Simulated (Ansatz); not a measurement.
# K3Cu3AsP: complex band structure, part 3 of 4

Aim: relax a made-up compound, K3Cu3AsP, and see how good a tunnel barrier it would be. It is built by putting As for part of the P in the K3Cu3P2 structure of space group R-3m, with the volume rescaled by atomic radii. The parent structure comes from the Materials Project.

Ansatz 0.2.0; PBE DFT, plane waves, PAW files (the session's first sound run).

So far, gap on path (eV): step 3 (band edges) 1.31.

The structure was built from a prototype and need not be the compound's stable phase.

## (4) Complex bands

This step: PBE DFT, plane waves, PAW files; complex bands by layer matching along the plane's normal (Ansatz 0.2.0).

The same crystal is laid in a cell whose first two vectors span the (001) plane (indices of the standard conventional cell, whose axes can be ordered otherwise than in the bulk input). At fixed energy and wavevector in the plane the solver finds all kz, real and complex. A few wavevectors are listed, (0, 0), (-0.5, -0.5) and (0.5, 0) in units of the plane's reciprocal vectors; the slowest state needn't be among them.

The input, input.yaml:

```yaml
crystal:
  lattice:
    - [5.809986625, 0.0, 0.0]
    - [2.904993313, 5.031596013, 0.0]
    - [2.904993313, -1.677198671, 6.763673279]
  atoms:
    - { symbol: K, position: [0.8165407196, 0.0917296402, 0.2751889206] }
    - { symbol: K, position: [0.9977518224, 0.5011240888, 0.5033722664] }
    - { symbol: K, position: [0.1783252444, 0.9108373778, 0.7325121334] }
    - { symbol: Cu, position: [0.5001611227, 0.0047845196, 0.994893235] }
    - { symbol: Cu, position: [0.0098912846, 0.4950543577, 0.994893235] }
    - { symbol: Cu, position: [0.5001611227, 0.4950543577, 0.994893235] }
    - { symbol: As, position: [0.508976558, 0.745511721, 0.236535163] }
    - { symbol: P, position: [0.4881921254, 0.2559039373, 0.7677118119] }
kpoints:
  mp_grid: { grid: [6, 6, 6] }
scf:
  occupations: { method: fixed }
hamiltonian:
  xc: pbe
output:
  eigenvalues: true
  transmission:
    leads: [[0, 0]]
    kpoints: [[0.0, 0.0], [-0.5, -0.5], [0.5, 0.0]]
    e_range: [-1.0, 2.31]
    de: 0.06
```

Started as:

```console
> ansatz run input.yaml --threads 2 --pin off --max-ram 4096MiB --backend cpu --events-out ev --progress --plain --runs-dir out
```

Numbers of over 12 decimals in the logs are rounded to 6 here.

The program printed:

```text
[...]
Crystal: 8 atoms, lattice volume = 197.726 Å³
Basis set: ecut = 420 eV, 3845 PW (Γ)
Bands: 63, of which v1, the nominal top of the filled ones, is band 52 counted from 1 (51 counted from 0)
Symmetry: 6 space group operations
[...]
k-points: 32 of 216 (time reversal used)
[...]
SCF iter   1: F=—  HF=-30103.338686 eV  |F-HF|=—  |Δ(HF+E_count)|=         —  Δρ=1.90e-3  dr2=5.16e-3  ethr=1.77e-3  ⟨swp⟩=5.4  Hψ=6628  notcnv=0  defer=271
[...]
SCF iter   8: F=-30103.336269 eV  HF=-30103.336269 eV  |F-HF|=1.30e-8  |Δ(HF+E_count)|=   1.63e-8  Δρ=2.97e-6  dr2=2.83e-8  ethr=9.62e-11  ⟨swp⟩=11.6  Hψ=11038  notcnv=0
SCF 1 converged in 8 iterations: F = -30103.336269 eV  dr2 = 2.83e-8
[...]
transmission: 9 of 27 steps passed
transmission: 18 of 27 steps passed
transmission: 27 of 27 steps passed
SCF converged after 8 iterations
Free energy (F): -30103.336269 eV
[...]
Internal energy: -30103.336269 eV  (E = F + TS)
E sigma→0 (E₀):  -30103.336269 eV
Fermi energy:    6.571240 eV
[...]
--- Band table (eV; the first three rows and the last of 32) ---
  k-point 0: bands = [... 48 lower, 5.3433, 5.4321, 6.4653, 6.4653, 8.2612, 8.3302, 8.8351, 8.8351, ... 7 higher]
  k-point 1: bands = [... 48 lower, 5.3109, 5.4321, 6.4929, 6.4929, 8.1793, 8.6279, 8.7651, 8.7651, ... 7 higher]
  k-point 2: bands = [... 48 lower, 5.2482, 5.4321, 6.5457, 6.5457, 8.0523, 8.6443, 8.6443, 9.3631, ... 7 higher]
  k-point 31: bands = [... 48 lower, 5.3618, 5.9874, 6.2773, 6.3907, 9.1562, 9.3600, 9.4245, 9.6534, ... 7 higher]
--- Transmission ---
  basis      : 253 plane waves across, 9 finite elements along
  points     : 3, as listed
  energies   : 56 from -1.000000 to 2.300000 eV about the Fermi level, 0.060000 eV apart; the leads are filled to 0.654364 eV, and channels, transmission and decay are at 0.680000 eV
  crystal 0  : K3P1Cu3As1, at the sites [0, 0], period 6.7637 Å: whole cells are its period
    offset         : up to 0.0000 Å between an atom of the period and one for which it stands
    channels       : 0.000000e0 a spin
    conductance    : none, the energies end too early or step too widely for 300 K: set another output.transmission.e_range or a lower de, or, where they end at an eighth of basis.ecutwfc, a higher one
    slowest decay  : 0.2308 /Å at (0.5000, 0.0000)
```

Elapsed: 1.9 min, on 2 threads of Arm Neoverse V2, shared host; peak memory 0.87 GiB.

This step gave:

| Item | Value |
| --- | --- |
| level to which the leads are filled | 0.6544 eV from the Fermi level |
| decay constant at the filling level, zone centre | 0.2466 Å⁻¹ |
| decay constant at the filling level, slowest listed point | 0.2308 Å⁻¹ |

K parallel (0, 0); values up to 1.5 1/Å, a degenerate pair printed once or twice; energies at which all values exceed this have no row. Im kz of the slowest decaying states against energy, zero at the highest filled level on the SCF mesh:

```
energy (eV)  decay 1 (Å⁻¹)  decay 2 (Å⁻¹)  decay 3 (Å⁻¹)  decay 4 (Å⁻¹)
      -1.00          0.212          0.305          0.566          0.851
      -0.88          0.231          0.342          0.557          0.863
      -0.76          0.245          0.361          0.549          0.874
      -0.58          0.260          0.365          0.538          0.890
      -0.46          0.266          0.351          0.530          0.903
      -0.34          0.271          0.319          0.523          0.904
      -0.22          0.253          0.273          0.514          0.906
      -0.10          0.274          0.506          0.912          0.985
       0.02          0.128          0.274          0.497          0.925
       0.08          0.239          0.273          0.492          0.938
       0.20          0.271          0.342          0.482          0.984
       0.32          0.267          0.399          0.472          0.923
       0.44          0.261          0.434          0.460          0.885
       0.56          0.255          0.447          0.456          0.857
       0.74          0.242          0.426          0.472          0.826
       0.86          0.232          0.409          0.473          0.809
       0.98          0.219          0.390          0.468          0.795
       1.10          0.205          0.367          0.457          0.781
       1.22          0.189          0.338          0.442          0.769
       1.40          0.127          0.157          0.386          0.410
       1.52          0.130          0.380          0.405          0.715
       1.64         0.0928          0.343          0.416          0.679
       1.76          0.121          0.295          0.423          0.652
       1.88          0.183          0.225          0.427          0.629
       2.06          0.228          0.430          0.596          0.793
       2.18          0.245          0.431          0.576          0.793
       2.30         0.0991          0.258          0.430          0.557
```

K parallel (-0.5, -0.5); values up to 1.5 1/Å, a degenerate pair printed once or twice; energies at which all values exceed this have no row. The Im kz of the slowest decaying states by energy, zero at the highest filled level on the SCF mesh:

```
energy (eV)  decay 1 (Å⁻¹)  decay 2 (Å⁻¹)  decay 3 (Å⁻¹)  decay 4 (Å⁻¹)
      -1.00          0.159          0.249          0.474          0.514
      -0.82          0.198          0.420          0.467          0.853
      -0.64          0.109          0.273          0.458          0.808
      -0.52          0.450          0.658          0.824           1.01
      -0.34          0.170          0.223          0.437          0.619
      -0.16          0.230          0.324          0.421          0.748
      -0.04          0.256          0.355          0.408          0.781
       0.02         0.0648          0.267          0.366          0.402
       0.14          0.133          0.285          0.381          0.387
       0.32          0.183          0.306          0.362          0.395
       0.50          0.212          0.327          0.401          0.731
       0.68          0.231          0.315          0.401          0.713
       0.80          0.239          0.280          0.326          0.399
       0.98          0.226           0.25          0.330          0.392
       1.16          0.157          0.251          0.329          0.383
       1.28         0.0703          0.250          0.325          0.374
       1.46          0.246          0.317          0.360          0.640
       1.64          0.237          0.304          0.342          0.624
       1.82          0.224          0.286          0.321          0.609
       2.00         0.0688          0.204          0.263          0.297
       2.12          0.119          0.185          0.244          0.278
       2.30          0.142          0.157          0.211          0.244
```

K parallel (-0.5, -0.5). The Re kz of states that move upwards by energy, zero at the highest filled level on the SCF mesh:

```
energy (eV)  channel 1 (Å⁻¹)  channel 2 (Å⁻¹)  channel 3 (Å⁻¹)
      -1.00                -                -                -
      -0.82            0.291                -                -
      -0.70            0.392                -                -
      -0.52           -0.367            0.250            0.299
      -0.40            0.337                -                -
      -0.22            0.436                -                -
      -0.04           -0.370                -                -
       0.02                -                -                -
       0.08                -                -                -
       0.26                -                -                -
       0.44                -                -                -
       0.56                -                -                -
       0.74                -                -                -
       0.86                -                -                -
       1.04                -                -                -
       1.22                -                -                -
       1.34           -0.235                -                -
       1.52           -0.110                -                -
       1.70          -0.0237                -                -
       1.82           0.0346                -                -
       2.00                -                -                -
       2.12                -                -                -
       2.30                -                -                -
```

K parallel (0.5, 0); values up to 1.5 1/Å, a degenerate pair printed once or twice; energies at which all values exceed this have no row. The Im kz of the slowest decaying states by energy, zero at the highest filled level on the SCF mesh:

```
energy (eV)  decay 1 (Å⁻¹)  decay 2 (Å⁻¹)  decay 3 (Å⁻¹)  decay 4 (Å⁻¹)
      -1.00          0.159          0.249          0.474          0.514
      -0.82          0.198          0.420          0.467          0.853
      -0.64          0.109          0.273          0.458          0.808
      -0.52          0.450          0.658          0.824           1.01
      -0.34          0.170          0.223          0.437          0.619
      -0.16          0.230          0.324          0.421          0.748
      -0.04          0.256          0.355          0.408          0.781
       0.02         0.0648          0.267          0.366          0.402
       0.14          0.133          0.285          0.381          0.387
       0.32          0.183          0.306          0.362          0.395
       0.50          0.212          0.327          0.401          0.731
       0.68          0.231          0.315          0.401          0.713
       0.80          0.239          0.280          0.326          0.399
       0.98          0.226           0.25          0.330          0.392
       1.16          0.157          0.251          0.329          0.383
       1.28         0.0703          0.250          0.325          0.374
       1.46          0.246          0.317          0.360          0.640
       1.64          0.237          0.304          0.342          0.624
       1.82          0.224          0.286          0.321          0.609
       2.00         0.0688          0.204          0.263          0.297
       2.12          0.119          0.185          0.244          0.278
       2.30          0.142          0.157          0.211          0.244
```

K parallel (0.5, 0). The Re kz of states that move upwards by energy, zero at the highest filled level on the SCF mesh:

```
energy (eV)  channel 1 (Å⁻¹)  channel 2 (Å⁻¹)  channel 3 (Å⁻¹)
      -1.00                -                -                -
      -0.94                -                -                -
      -0.82            0.291                -                -
      -0.76            0.345                -                -
      -0.64            0.438                -                -
      -0.58           -0.440                -                -
      -0.46           -0.439            0.299                -
      -0.40            0.337                -                -
      -0.28            0.404                -                -
      -0.22            0.436                -                -
      -0.10           -0.421                -                -
      -0.04           -0.370                -                -
       0.02                -                -                -
       0.08                -                -                -
       0.14                -                -                -
       0.26                -                -                -
       0.32                -                -                -
       0.44                -                -                -
       0.50                -                -                -
       0.62                -                -                -
       0.68                -                -                -
       0.80                -                -                -
       0.86                -                -                -
       0.98                -                -                -
       1.04                -                -                -
       1.16                -                -                -
       1.22                -                -                -
       1.34           -0.235                -                -
       1.40           -0.182                -                -
       1.52           -0.110                -                -
       1.58          -0.0799                -                -
       1.70          -0.0237                -                -
       1.76          0.00453                -                -
       1.88           0.0696                -                -
       1.94            0.125                -                -
       2.06                -                -                -
       2.12                -                -                -
       2.24                -                -                -
       2.30                -                -                -
```

At the listed wavevectors the last open channel is at -0.04 eV and the next at +1.34 eV on the grid. At +0.68 eV, the grid energy nearest the filling level (the middle of the gap on the SCF mesh), the slowest state at the listed wavevectors decays with κ = 0.231 Å⁻¹, its amplitude falling by e over 4.3 Å. Through 1 nm of this crystal that state's transmission falls by exp(−2 × 0.231 Å⁻¹ × 10 Å) = 0.0099.

## (5) Decay over the two-dimensional zone

The listed points could miss the slowest state, so one energy near mid-gap is solved on a mesh of 8×8.

Edit input.yaml of step 4 so:

```diff
@@ -22,6 +22,2 @@
   eigenvalues: true
-  transmission:
-    leads: [[0, 0]]
-    kpoints: [[0.0, 0.0], [-0.5, -0.5], [0.5, 0.0]]
-    e_range: [-1.0, 2.31]
-    de: 0.06
+  transmission: { leads: [[0, 0]], kmesh: [8, 8], e_range: [0.65, 0.66], de: 0.05 }
```

The program printed:

```text
[...]
Crystal: 8 atoms, lattice volume = 197.726 Å³
Basis set: ecut = 420 eV, 3845 PW (Γ)
Bands: 63, of which v1, the nominal top of the filled ones, is band 52 counted from 1 (51 counted from 0)
Symmetry: 6 space group operations
[...]
k-points: 32 of 216 (time reversal used)
[...]
SCF iter   1: F=—  HF=-30103.338686 eV  |F-HF|=—  |Δ(HF+E_count)|=         —  Δρ=1.90e-3  dr2=5.16e-3  ethr=1.77e-3  ⟨swp⟩=5.4  Hψ=6628  notcnv=0  defer=271
[...]
SCF iter   8: F=-30103.336269 eV  HF=-30103.336269 eV  |F-HF|=1.30e-8  |Δ(HF+E_count)|=   1.63e-8  Δρ=2.97e-6  dr2=2.83e-8  ethr=9.62e-11  ⟨swp⟩=11.6  Hψ=11038  notcnv=0
SCF 1 converged in 8 iterations: F = -30103.336269 eV  dr2 = 2.83e-8
[...]
transmission: 36 of 90 steps passed
transmission: 72 of 90 steps passed
transmission: 90 of 90 steps passed
SCF converged after 8 iterations
Free energy (F): -30103.336269 eV
[...]
Internal energy: -30103.336269 eV  (E = F + TS)
E sigma→0 (E₀):  -30103.336269 eV
Fermi energy:    6.571240 eV
[...]
--- Band table (eV; the first three rows and the last of 32) ---
  k-point 0: bands = [... 48 lower, 5.3433, 5.4321, 6.4653, 6.4653, 8.2612, 8.3302, 8.8351, 8.8351, ... 7 higher]
  k-point 1: bands = [... 48 lower, 5.3109, 5.4321, 6.4929, 6.4929, 8.1793, 8.6279, 8.7651, 8.7651, ... 7 higher]
  k-point 2: bands = [... 48 lower, 5.2482, 5.4321, 6.5457, 6.5457, 8.0523, 8.6443, 8.6443, 9.3631, ... 7 higher]
  k-point 31: bands = [... 48 lower, 5.3618, 5.9874, 6.2773, 6.3907, 9.1562, 9.3600, 9.4245, 9.6534, ... 7 higher]
--- Transmission ---
  basis      : 253 plane waves across, 9 finite elements along
  points     : 10, standing for a mesh of 8 x 8
  energies   : 1 from 0.650000 to 0.650000 eV about the Fermi level; the leads are filled to 0.654364 eV, and channels, transmission and decay are at 0.650000 eV
[...]
channels       : 0.000000e0 a spin
    conductance    : none, crystal 0 has no channel at the energies, or these end too early or step too widely for 300 K: set another output.transmission.e_range or a lower de, or, where they end at an eighth of basis.ecutwfc, a higher one
    slowest decay  : 0.2283 /Å at (0.5000, 0.0000)
```

The job ended after 46 s (2 threads; peak memory 1.1 GiB).

This step gave:

| Quantity | Value |
| --- | --- |
| least decay constant on the mesh | 0.2283 Å⁻¹ |

Slowest decay constant (1/Å; 0 where a channel is open) over k1 and k2. At 0.6500 eV from the Fermi level.

Ten even steps from '_' (0.228) to '@' (0.363):
```
..----....====..
------==##@@##==
....==@@****@@==
__..##**..**##..
..==@@****@@==..
--==##@@##==----
....====....----
__..--..__..--..
```
Columns: k1 (b1) from -0.5 to 0.375; rows upwards: k2 (b2) from -0.5 to 0.375.

The least value on the mesh is 0.228 Å⁻¹ at +0.65 eV. At that energy the listed points give about 0.228 Å⁻¹ by interpolation, so the mesh holds no clearly slower state.

## (6) Band edges at another level

This step: PBEsol DFT, plane waves, PAW files (Ansatz 0.2.0).

The edges again with PBEsol, at the same atoms.

The input, input.yaml:

```yaml
crystal:
  lattice:
    - [2.9049933127, 1.6771986711, 6.7636732791]
    - [-2.9049933127, 1.6771986711, 6.7636732791]
    - [0.0, -3.3543973421, 6.7636732791]
  atoms:
    - { symbol: K, position: [0.9082703598, 0.9082703598, 0.9082703598] }
    - { symbol: K, position: [0.4988759112, 0.4988759112, 0.4988759112] }
    - { symbol: K, position: [0.0891626222, 0.0891626222, 0.0891626222] }
    - { symbol: Cu, position: [0.5049456423, -0.0047845196, 0.5049456423] }
    - { symbol: Cu, position: [0.5049456423, 0.5049456423, -0.0047845196] }
    - { symbol: Cu, position: [-0.0047845196, 0.5049456423, 0.5049456423] }
    - { symbol: As, position: [0.254488279, 0.254488279, 0.254488279] }
    - { symbol: P, position: [0.7440960627, 0.7440960627, 0.7440960627] }
kpoints:
  mp_grid: { grid: [6, 6, 6] }
  band_path: { path: [VBM, CBM], npoints: 30 }
scf:
  occupations: { method: fixed }
hamiltonian:
  xc: pbesol
output:
  eigenvalues: true
```

The program printed:

```text
[...]
Crystal: 8 atoms, lattice volume = 197.726 Å³
Basis set: ecut = 420 eV, 3845 PW (Γ)
Bands: 63, of which v1, the nominal top of the filled ones, is band 52 counted from 1 (51 counted from 0)
Symmetry: 6 space group operations
[...]
k-points: 32 of 216 (time reversal used)
[...]
SCF iter   1: F=—  HF=-29869.719533 eV  |F-HF|=—  |Δ(HF+E_count)|=         —  Δρ=1.01e-2  dr2=1.34e-1  ethr=1.77e-3  ⟨swp⟩=5.4  Hψ=6638  notcnv=0  defer=268
[...]
SCF iter   9: F=-29869.689369 eV  HF=-29869.689369 eV  |F-HF|=2.06e-9  |Δ(HF+E_count)|=   2.00e-7  Δρ=3.99e-6  dr2=2.61e-8  ethr=9.62e-11  ⟨swp⟩=3.0  Hψ=6093  notcnv=0
SCF 1 converged in 9 iterations: F = -29869.689369 eV  dr2 = 2.61e-8
[...]
SCF converged after 9 iterations
Free energy (F): -29869.689369 eV
[...]
Internal energy: -29869.689369 eV  (E = F + TS)
E sigma→0 (E₀):  -29869.689369 eV
Fermi energy:    6.424907 eV
[...]
--- Band table (eV; the first three rows and the last of 32) ---
  k-point 0: bands = [... 48 lower, 5.2021, 5.2847, 6.3175, 6.3175, 8.0842, 8.1306, 8.6538, 8.6538, ... 7 higher]
  k-point 1: bands = [... 48 lower, 5.3124, 5.5005, 6.1602, 6.2353, 8.3261, 8.5799, 8.7004, 8.9569, ... 7 higher]
  k-point 2: bands = [... 48 lower, 5.4326, 5.7467, 5.9611, 6.0942, 8.3119, 9.4608, 9.6106, 9.6841, ... 7 higher]
  k-point 31: bands = [... 48 lower, 5.0755, 5.2847, 6.4249, 6.4249, 7.8306, 8.4093, 8.4093, 9.9822, ... 7 higher]
```

Elapsed: 84 s, on 2 threads; peak memory 0.64 GiB.

This step gave:

* free energy: -29869.6894 eV
* Fermi energy: 6.425 eV
* gap on the k-mesh: 1.271 eV
* gap on path: 1.271 eV, by band count; negative where bands overlap
* direct gap on path: 1.275 eV

Electronic bands along the path, in eV, zero at the Fermi level (highest filled level under fixed occupations); v1 is the highest filled band, c1 the lowest empty one:

```
  point     v4     v3     v2     v1    c1    c2    c3    c4
    VBM  -1.35  -1.14   0.00   0.00  1.41  1.98  1.98  3.56
halfway  -0.83  -0.72  -0.18  -0.17  1.55  2.49  2.53  2.95
    CBM  -0.50  -0.45  -0.41   0.00  1.27  2.46  2.75  2.80
```

The searched edges give 1.27 eV, as on the mesh.

Between step 3 and this run (PBEsol) the value for the gap on path moves from 1.31 eV to 1.27 eV.

[end of part 3 of 4]

[Logs are printed without paths, hosts, clocks, repeated set-up lines and the standing remarks that a program may print on its own settings, such as how far it seeks lower states.]

[Hosts, paths, dates, database ids (printed as entryN), source tags and the programs' standing remarks are cut or masked in the printed files.]
